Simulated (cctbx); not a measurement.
# Lattice, Laue class and space group of a new crystal

Cell: a = 7.1690 Å, b = 7.1480 Å, c = 12.7992 Å, α = 90.00°, β = 123.43°, γ = 90.00°. Expected content of the cell: Pd2 Br12 N4 H16.

Simulated single-crystal data (cctbx): Cu Kα, λ = 1.54184 Å, to d = 0.83 Å, 50 % of the full sphere, strongest reflection 20000 counts, noise from counting, a 1.5 % proportional error and a noise floor of 8 counts (s.d.); no absorption.

Tests on the unmerged data give:

```text
2021 reflections to d = 0.830 A
centring   violations  <I/sigma> of those
    A        610 of  1026      8.1
    B        542 of   998      8.1
    C        724 of   994     11.7
    I        627 of  1031      9.5
    R        859 of  1328     11.0
    F        938 of  1509      9.3
Laue class    unique    Rint  (classes that these axes allow; Friedel mates merged)
P -1             1508   0.023
P 1 2/m 1         998   0.028
space group    extra absences  I>4sigma  <I/sigma>
P 1 2 1                 0          0         -  acentric
P 1 21 1                4          0       0.0  acentric
P 1 m 1                 0          0         -  acentric
P 1 c 1                91          0       0.1  acentric
P 1 2/m 1               0          0         -  centric
P 1 21/m 1              4          0       0.0  centric
P 1 2/c 1              91          0       0.1  centric
P 1 21/c 1             95          0       0.1  centric
Wilson B = 2.39 A^2   <|E^2-1|> = 0.932 (0.968 centric, 0.736 acentric)   E^2>4: 3.3 %
shell (A)         n   <I/sigma>
10.68 - 1.66    131     22.3
 1.66 - 1.32    129     17.6
 1.32 - 1.15    126     15.6
 1.15 - 1.05    120     15.0
 1.05 - 0.97    128     14.1
 0.97 - 0.91    106     11.3
 0.91 - 0.87    128      9.8
 0.87 - 0.83    130      7.8
```

Q: Read the symmetry from these tables.

Every centring test has many violations, so the lattice is primitive.

Rint stays low (0.023 to 0.028) up to P 1 2/m 1, the highest class in these axes.

8 settings pass the absence test. The most absences obeyed, 95, belong to P 1 21/c 1 alone.

⟨|E²−1|⟩ = 0.932 leans to a centrosymmetric structure. The Wilson B of 2.39 Å² means U ≈ 0.0303 Å².

The true group is P2_1/c (no. 14), Laue class 2/m, centrosymmetric. The tables fix it.

The model is made up (kin elements in a known structure type, no relaxation), so it says nothing on whether the phase exists.

[Logs are printed without paths, hosts, clocks, repeated set-up lines and the standing remarks that a program may print on its own settings, such as how far it seeks lower states.]
